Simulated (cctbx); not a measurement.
**Accept or mend?**

Cell a = 4.6900 Å, b = 4.6900 Å, c = 13.5300 Å, α = 90.00°, β = 90.00°, γ = 90.00°; space group P4/mmm (no. 123). The compound is LaEu2Mn3S8.

Simulated single-crystal data (cctbx): Mo Kα, λ = 0.71073 Å, to d = 0.65 Å, 95 % of the full sphere, strongest reflection 70000 counts, noise from counting, a 1.5 % proportional error and a noise floor of 4 counts (s.d.); no absorption.

An anisotropic refinement with weights 1/σ² prints:

```text
Rint 0.013, 68 unique reflections to 1.30 A
cycle     R1     wR2    GooF  max shift (A)
   1  0.0050  0.0110   1.213   0.00152
   2  0.0038  0.0089   0.984   0.00000
final R1 0.0038 wR2 0.0089 GooF 0.984  parameters 20  data/parameter 3.4
atom        x        y        z      Ueq    occ   su(xyz)  su(Uiso or U11)
Eu1    0.00000  0.00000  0.83421   0.0128  1.000  0.00002  0.0003
La1    0.00000  0.00000  0.50000   0.0125  1.000  0.00000  0.0003
Mn1    0.50000  0.50000  0.65867   0.0143  1.000  0.00006  0.0005
Mn2    0.50000  0.50000  0.00000   0.0167  1.000  0.00000  0.0007
S1     0.00000  0.50000  0.62241   0.0175  1.000  0.00010  0.0008
S2     0.50000  0.50000  0.82742   0.0162  1.000  0.00012  0.0008
S3     0.50000  0.00000  0.00000   0.0154  1.000  0.00000  0.0012
difference map: max 0.14 min -0.11 rms 0.02
Q1    0.0000  0.0000  0.0367    2    0.14  1.75 A from Eu1
Q2    0.0000  0.0000  0.3186    2    0.13  2.07 A from Eu1
Q3    0.5000  0.5000  0.3726    2    0.08  0.42 A from Mn1
Q4    0.3290  0.3290  0.0509    8    0.07  1.33 A from Mn2
Q5    0.1753  0.1753  0.4394    8    0.07  1.42 A from La1
Q6    0.5000  0.5000  0.2667    2    0.04  1.01 A from Mn1
```

Q: Accept it or mend it, and why?

Mend it. The fault: data cut at low resolution. Against the right model at the same level, R1 goes from 0.0055 to 0.0038 and GooF from 0.96 to 0.98. The atoms are right, but there are too few data for the parameters: R1 flatters and the s.u.s grow. Data per parameter fall from 20.3 to 3.4.

The compound is LaEu2Mn3S8. The right model at the same level gives:

```text
Rint 0.017, 406 unique reflections to 0.65 A
cycle     R1     wR2    GooF  max shift (A)
   1  0.0055  0.0113   0.976   0.00008
   2  0.0055  0.0111   0.958   0.00000
final R1 0.0055 wR2 0.0111 GooF 0.958  parameters 20  data/parameter 20.3
atom        x        y        z      Ueq    occ   su(xyz)  su(Uiso or U11)
Eu1    0.00000  0.00000  0.83419   0.0128  1.000  0.00001  0.0000
La1    0.00000  0.00000  0.50000   0.0123  1.000  0.00000  0.0000
Mn1    0.50000  0.50000  0.65870   0.0146  1.000  0.00002  0.0001
Mn2    0.50000  0.50000  0.00000   0.0170  1.000  0.00000  0.0001
S1     0.00000  0.50000  0.62244   0.0166  1.000  0.00002  0.0001
S2     0.50000  0.50000  0.82731   0.0160  1.000  0.00004  0.0001
S3     0.50000  0.00000  0.00000   0.0162  1.000  0.00000  0.0002
difference map: max 0.47 min -0.36 rms 0.07
Q1    0.0000  0.0000  0.0000    1    0.47  2.24 A from Eu1
Q2    0.5000  0.5000  0.3942    2    0.30  0.72 A from Mn1
Q3    0.1993  0.1993  0.4692    8    0.28  1.39 A from La1
Q4    0.0000  0.0000  0.1273    2    0.27  0.52 A from Eu1
Q5    0.0000  0.0000  0.2894    2    0.26  1.67 A from Eu1
Q6    0.1770  0.5000  0.1895    8    0.25  1.53 A from S2
```

The model is made up (kin elements in a known structure type, no relaxation), so it says nothing on whether the phase exists.

[Middle refinement cycles are left out of these outputs.]

[Logs are printed without paths, hosts, clocks, repeated set-up lines and the standing remarks that a program may print on its own settings, such as how far it seeks lower states.]
